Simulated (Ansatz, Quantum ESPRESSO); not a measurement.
# 1T-PtS2, 3 layers, AA stacking against a metal electrode: the electrode's level over the Fermi level at a withheld member of a series

How the rows were computed: Quantum ESPRESSO 7.5, PBE, GBRV ultrasoft. The slab is relaxed neutral under PBE-D3(BJ), then held. ESM with bc3: vacuum below and a metal electrode about 6 Å above the top atoms. Fermi-Dirac smearing of 0.004 Ry and a dense mesh. Charges are set per cell from the starting area. The series steps the charge of the slab (positive: electrons removed).

```tsv
charge of the slab	electrode's level over the Fermi level (eV)
1 ×10¹³ e/cm²	6.313
2 ×10¹³ e/cm²	7.334
3 ×10¹³ e/cm²	8.341
4.5 ×10¹³ e/cm²	9.843
6 ×10¹³ e/cm²	11.340
7 ×10¹³ e/cm²	12.339
```

To predict: What is the electrode's level over the Fermi level at 8 ×10¹³ e/cm²?

By hand: The rows at 6 ×10¹³ e/cm² and 7 ×10¹³ e/cm² give a slope of (12.339 − (11.340))/(7 − (6)) = 0.999, so a straight line gives 13.338 eV. A parabola through these and the row at 4.5 ×10¹³ e/cm² gives 13.339 eV.

**The withheld run.** 13.336 eV. The line misses by +0.002 and the parabola by +0.003 eV. Both misses are under 5 % of the step from the nearer row.

Caveats: Vacuum fills the gap; ions don't answer the charge; added electrons can spill towards the electrode at the most negative charges. Members without a usable value, or on the other side of zero field or charge, are not listed.

[Logs are printed without paths, hosts, clocks, repeated set-up lines and the standing remarks that a program may print on its own settings, such as how far it seeks lower states.]
